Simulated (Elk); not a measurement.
# Magnetic state of ZnCr3B from several starts, part 2 of 2

A self-consistent run ends on one state, which hangs on the start. Several orders of ZnCr3B are started in Elk and their energies compared.

Elk 11.2.3 (patched build); PBE; all-electron APW+lo, Dirac cores, scalar-relativistic bands.

So far. Step 2 (Order 1, typed as ferro +++): After 89 cycles the largest moment stands at 0.272 μB.

## (3) Order 2, typed as ferri ++-

An opposed order shows whether the pairs that it reverses prefer unlike signs.

Input file elk.in:

```
tasks
  0

xctype
  20

rgkmax
  7.0

nempty
  14

swidth
  0.002

reducebf
  0.5

epsengy
  1e-05

maxscl
  100

lmaxi
  3

spinpol
  .true.

sppath
  './'

avec
  7.34903529455 0.00000000000 0.00000000000
  0.00000000000 7.34903529455 0.00000000000
  0.00000000000 0.00000000000 7.34903529455

atoms
  3
  'Cr.in'
  3
  0.0000000000 0.5000000000 0.5000000000   0.000000 0.000000 -0.075000
  0.5000000000 0.5000000000 0.0000000000   0.000000 0.000000 -0.075000
  0.5000000000 0.0000000000 0.5000000000   0.000000 0.000000 0.075000
  'Zn.in'
  1
  0.0000000000 0.0000000000 0.0000000000   0.000000 0.000000 0.000000
  'B.in'
  1
  0.5000000000 0.5000000000 0.5000000000   0.000000 0.000000 0.000000

ngridk
  6 6 6
```

Launch:

```bash
OMP_NUM_THREADS=4 elk
```

Numbers of over 12 decimals in the logs are rounded to 6 here.

The program printed:

```text
Warning(gndstate): core states of species 3 leak from the muffin-tin :   0.3973453817E-03

--- INFO.OUT ---
┌─────────────────────────┐
│ Elk code version 11.2.3 │
└─────────────────────────┘

All units are atomic (Hartree, Bohr, etc.)

┌─────────────────────────────────────────────────┐
│ Ground-state run starting from atomic densities │
└─────────────────────────────────────────────────┘

Lattice vectors :
   7.349035295       0.000000000       0.000000000
   0.000000000       7.349035295       0.000000000
   0.000000000       0.000000000       7.349035295

Species : 1 (Cr)
 parameters loaded from : Cr.in
 name : chromium
 nuclear charge    :   -24.00000000
 electronic charge :    24.00000000
 atomic mass :    94783.09202
 muffin-tin radius :    2.071152941
 number of radial points in muffin-tin :    993
 inner part over the whole radius :   0.9982252465E-02
 number on inner part of muffin-tin    :    697
 approximate nuclear radius :   0.6987106690E-04
 number of mesh points to nuclear radius :    331
 atomic positions (lattice), magnetic fields (Cartesian) :
  1 :   0.00000000  0.50000000  0.50000000    0.00000000  0.00000000 -0.07500000
  2 :   0.50000000  0.50000000  0.00000000    0.00000000  0.00000000 -0.07500000
  3 :   0.50000000  0.00000000  0.50000000    0.00000000  0.00000000  0.07500000

Species : 2 (Zn)
 parameters loaded from : Zn.in
 name : zinc
 nuclear charge    :   -30.00000000
 electronic charge :    30.00000000
 atomic mass :    119233.3130
 muffin-tin radius :    2.400000000
 number of radial points in muffin-tin :    993
 inner part over the whole radius :   0.9843840322E-02
 number on inner part of muffin-tin    :    701
 approximate nuclear radius :   0.7484757725E-04
 number of mesh points to nuclear radius :    337
 atomic positions (lattice), magnetic fields (Cartesian) :
  1 :   0.00000000  0.00000000  0.00000000    0.00000000  0.00000000  0.00000000

Species : 3 (B)
 parameters loaded from : B.in
 name : boron
 nuclear charge    :   -5.000000000
 electronic charge :    5.000000000
 atomic mass :    19707.24742
 muffin-tin radius :    1.553364706
 number of radial points in muffin-tin :    593
 inner part over the whole radius :   0.9939955124E-02
 number on inner part of muffin-tin    :    403
 approximate nuclear radius :   0.4534157419E-04
 number of mesh points to nuclear radius :    163
 atomic positions (lattice), magnetic fields (Cartesian) :
  1 :   0.50000000  0.50000000  0.50000000    0.00000000  0.00000000  0.00000000

Total number of atoms per unit cell :    5
Total muffin-tin volume :    185.2529946
 ratio of muffin-tin to unit cell volume :   0.4667391571

Spin treatment :
 spin-polarised
 global magnetic field (Cartesian) :    0.000000000       0.000000000       0.000000000
 collinear magnetisation in z-direction

Number of Bravais lattice symmetries :   48
Number of crystal symmetries         :   16
Crystal has inversion symmetry
Real symmetric eigensolver will be used

k-point grid :      6     6     6
k-point offset :    0.000000000       0.000000000       0.000000000
k-point set is reduced with full crystal symmetry group
Total number of k-points :       40

Muffin-tin radius times maximum |G+k| :    7.000000000
 using average radius
Maximum |G+k| for APW functions       :    3.442569835
Maximum (1/2)|G+k|²                   :    5.925643534
Maximum |G| for potential and density :    12.00000000
Constant for pseudocharge density :    7
 order of it for each species :   14  14  14
 order of it for pair densities of each species (exact exchange by exxq0 0: 14) :   10  14   4
Radial integration step length :    1

G-vector grid sizes :     30    30    30
Number of G-vectors :    11513

Maximum angular momentum used for
 APW functions            :    8
 outer part of muffin-tin :    6
 inner part of muffin-tin :    3

Number of empty states         :     70
Total number of valence states :    204
Total number of core states    :     44

Third-order local-orbitals added for an l without core states : T
Total number of local-orbitals :     98

Exchange-correlation functional :     20     0     0
 Perdew-Burke-Ernzerhof, Phys. Rev. Lett. 77, 3865 (1996)
 gradient requirement :    1
 generalised gradient approximation (GGA)

Smearing type :    3
 Fermi-Dirac
Smearing width :   0.2000000000E-02
Effective electronic temperature (K) :    631.5500496

Mixing type :    3
 Broyden mixing, J. Phys. A: Math. Gen. 17, L317 (1984)

Kohn-Sham potential initialised from atomic data

┌──────────────────────────────┐
│ Self-consistent loop started │
└──────────────────────────────┘

┌─────────────────┐
│ Loop number : 1 │
└─────────────────┘

Energies :
 Fermi                       :     0.301520
 sum of occupied eigenvalues :     -2870.4844162016
 electron kinetic            :      5019.2060714580
 core electron kinetic       :      4526.4899329598
 Coulomb                     :     -9772.9748654385
 Coulomb potential           :     -7637.6740062519
 nuclear-nuclear             :     -841.38184621045
 electron-nuclear            :     -10251.734093194
 Hartree                     :      1320.1410739654
 Madelung                    :     -5954.1378623126
 xc potential                :     -251.86165867479
 xc effective B-field        :    -0.90092792776010E-01
 external B-field            :      0.000000
 exchange                    :     -215.29535302652
 correlation                 :     -4.902580
 electron entropic           :    -0.18029368606608E-02
 total energy                :     -4973.9685302301
 (external B-field energy excluded from total)

Density of states at Fermi energy :    137.3801387
 (states/Hartree/unit cell)

Estimated indirect band gap :   0.1563783703E-03
 from k-point 23 to k-point 33
Estimated direct band gap   :   0.1958378080E-02
 at k-point 23

Charges :
 core                        :    44.00000000
 valence                     :    63.00000000
 interstitial                :    9.330533253
 muffin-tins (core leakage)
  species : 1 (Cr)
   atom 1                    :    21.27512650     ( -0.2138052793E-06)
   atom 2                    :    21.27512650     ( -0.2138052793E-06)
   atom 3                    :    21.29639388     ( -0.2138052793E-06)
  species : 2 (Zn)
   atom 1                    :    29.01680375     (  0.8748340995E-04)
  species : 3 (B)
   atom 1                    :    4.806016115     (  0.3780565476E-03)
 total in muffin-tins        :    97.66946675
 total calculated charge     :    106.9991856
 total charge                :    107.0000000
 error                       :   0.8144213534E-03

Moments :
 interstitial                :   0.1985961696
 muffin-tins
  species : 1 (Cr)
   atom 1                    :    1.197547038
   atom 2                    :    1.197547038
   atom 3                    :   -1.089777687
  species : 2 (Zn)
   atom 1                    :   0.7216498909E-02
  species : 3 (B)
   atom 1                    :  -0.7036457600E-02
 total in muffin-tins        :    1.305496431
 total moment                :    1.504092601

[... earlier loops left out ...]

┌──────────────────┐
│ Loop number : 45 │
└──────────────────┘

Energies :
 Fermi                       :     0.340697
 sum of occupied eigenvalues :     -2869.3614062902
 electron kinetic            :      5042.9414451410
 core electron kinetic       :      4525.5718910276
 Coulomb                     :     -9794.2683009582
 Coulomb potential           :     -7623.8954610039
 nuclear-nuclear             :     -841.38184621045
 electron-nuclear            :     -10308.672592048
 Hartree                     :      1355.7861373008
 Madelung                    :     -5982.3205704562
 xc potential                :     -288.28471617682
 xc effective B-field        :    -0.122675
 external B-field            :      0.000000
 exchange                    :     -217.32443107463
 correlation                 :     -4.909775
 electron entropic           :    -0.20075058440436E-02
 total energy                :     -4973.5630694010
 (external B-field energy excluded from total)

Density of states at Fermi energy :    154.7750590
 (states/Hartree/unit cell)

Estimated indirect band gap :   0.1416740344E-03
 from k-point 23 to k-point 30
Estimated direct band gap   :   0.9759483506E-03
 at k-point 33

Charges :
 core                        :    44.00000000
 valence                     :    63.00000000
 interstitial                :    8.108775645
 muffin-tins (core leakage)
  species : 1 (Cr)
   atom 1                    :    22.04877992     ( -0.2138803783E-06)
   atom 2                    :    22.04877992     ( -0.2138803783E-06)
   atom 3                    :    22.04345550     ( -0.2138803357E-06)
  species : 2 (Zn)
   atom 1                    :    29.05502261     (  0.8077839502E-04)
  species : 3 (B)
   atom 1                    :    3.695186409     (  0.3973453817E-03)
 total in muffin-tins        :    98.89122435
 total calculated charge     :    106.9992540
 total charge                :    107.0000000
 error                       :   0.7460029052E-03

Moments :
 interstitial                :   0.7048794667E-01
 muffin-tins
  species : 1 (Cr)
   atom 1                    :    1.230070223
   atom 2                    :    1.230070223
   atom 3                    :   -1.610281550
  species : 2 (Zn)
   atom 1                    :  -0.1013418574E-01
  species : 3 (B)
   atom 1                    :  -0.1410983561E-01
 total in muffin-tins        :   0.8256148751
 total moment                :   0.8961028218

┌──────────────────────────────┐
│ Self-consistent loop stopped │
└──────────────────────────────┘

Warning : core states of species 3 leak from the muffin-tin :   0.3973453817E-03

Wrote STATE.OUT
```

The job ended after 12 min (4 threads of Arm Neoverse V1, shared host; peak memory 0.46 GiB; 46 min of CPU time).

Spin moment in the muffin-tin sphere by atom:

```tsv
atom	spin moment in the muffin-tin sphere (μB)
Cr1	1.23
Cr2	1.23
Cr3	-1.61
Zn4	-0.01
B5	-0.01
```

Read from the output:

```yaml
density_of_states_at_the_fermi_level: 5.688 states/eV/cell
moment_between_the_spheres: 0.07049 μB
magnetization: 0.8961 μB
final_state: ferrimagnetic
```

It lies 40.6 meV a seeded atom under the first start, and its largest moment is 1.61 μB against 0.272 μB.

## (4) Start 3: no spin polarisation

This run holds no moments, which gives a state to set the others against.

Input file elk.in:

```
tasks
  0

xctype
  20

rgkmax
  7.0

nempty
  14

swidth
  0.002

epsengy
  1e-05

maxscl
  100

lmaxi
  3

sppath
  './'

avec
  7.34903529455 0.00000000000 0.00000000000
  0.00000000000 7.34903529455 0.00000000000
  0.00000000000 0.00000000000 7.34903529455

atoms
  3
  'Cr.in'
  3
  0.0000000000 0.5000000000 0.5000000000   0.000000 0.000000 0.000000
  0.5000000000 0.5000000000 0.0000000000   0.000000 0.000000 0.000000
  0.5000000000 0.0000000000 0.5000000000   0.000000 0.000000 0.000000
  'Zn.in'
  1
  0.0000000000 0.0000000000 0.0000000000   0.000000 0.000000 0.000000
  'B.in'
  1
  0.5000000000 0.5000000000 0.5000000000   0.000000 0.000000 0.000000

ngridk
  6 6 6
```

Launch:

```bash
OMP_NUM_THREADS=4 elk
```

The program printed:

```text
Warning(gndstate): core states of species 3 leak from the muffin-tin :   0.3967301129E-03

--- INFO.OUT ---
┌─────────────────────────┐
│ Elk code version 11.2.3 │
└─────────────────────────┘

All units are atomic (Hartree, Bohr, etc.)

┌─────────────────────────────────────────────────┐
│ Ground-state run starting from atomic densities │
└─────────────────────────────────────────────────┘

Lattice vectors :
   7.349035295       0.000000000       0.000000000
   0.000000000       7.349035295       0.000000000
[...]
atom 3                    :    22.03514938     ( -0.2138835349E-06)
  species : 2 (Zn)
   atom 1                    :    29.04929401     (  0.8071395695E-04)
  species : 3 (B)
   atom 1                    :    3.688498941     (  0.3967301129E-03)
 total in muffin-tins        :    98.84324110
 total calculated charge     :    106.9992499
 total charge                :    107.0000000
 error                       :   0.7501039610E-03

┌──────────────────────────────┐
│ Self-consistent loop stopped │
└──────────────────────────────┘

Warning : core states of species 3 leak from the muffin-tin :   0.3967301129E-03

Wrote STATE.OUT

[key lines of the parts left out:]
total energy                :     -4973.5584610508
```

The job ended after 18 s (4 threads; peak memory 0.17 GiB; 64 s of CPU time).

This step gave:

```
density of states at the Fermi level : 8.138 states/eV/cell
final state                          : non-magnetic (no spin polarisation)
```

It lies 1.18 meV a seeded atom over the first start.

## (5) The states side by side

These are free energies at a smearing of 0.0544 eV, so its entropy term is in the differences. They are divided by the number of seeded atoms, so that cells of unlike size compare.

Orders:

```tsv
start	final state	typed order kept	energy over the lowest (meV a seeded atom)	largest sphere moment (μB)	net moment (μB a primitive cell)	DOS at the Fermi level (states/eV a primitive cell)	mesh matched	CPU time (s)
ferro +++	ferromagnetic	yes	40.62	0.2716	0.9034	6.298	yes	2816
ferri ++-	ferrimagnetic	yes	0	1.61	0.8961	5.688	yes	2785
no spin polarisation	non-magnetic	-	41.8	0	0	8.138	yes	63.93
```

## (6) Results

```
lowest state found                 : ferrimagnetic (typed ferri ++-)
largest site moment                : 1.61 μB
next state                         : ferromagnetic, 40.6 meV a seeded atom higher
energy gained by spin polarisation : 41.8 meV a seeded atom
```

The lowest state found is ferrimagnetic, reached from the start ferri ++-, with moments up to 1.61 μB. The next state costs 41 meV a seeded atom. Only 3 starts are shown; other collinear patterns, canted and longer-period orders are not.

[Logs and program files are shortened in this print: banners, set-up blocks, solver, clock and traceback lines can be left out without a mark of their own.]

[Logs are printed without paths, hosts, clocks, repeated set-up lines and the standing remarks that a program may print on its own settings, such as how far it seeks lower states.]

[Hosts, paths, dates, database ids (printed as entryN), source tags and the programs' standing remarks are cut or masked in the printed files.]

[Where a cell is said to come from a database of computed structures, the database is the Materials Project.]
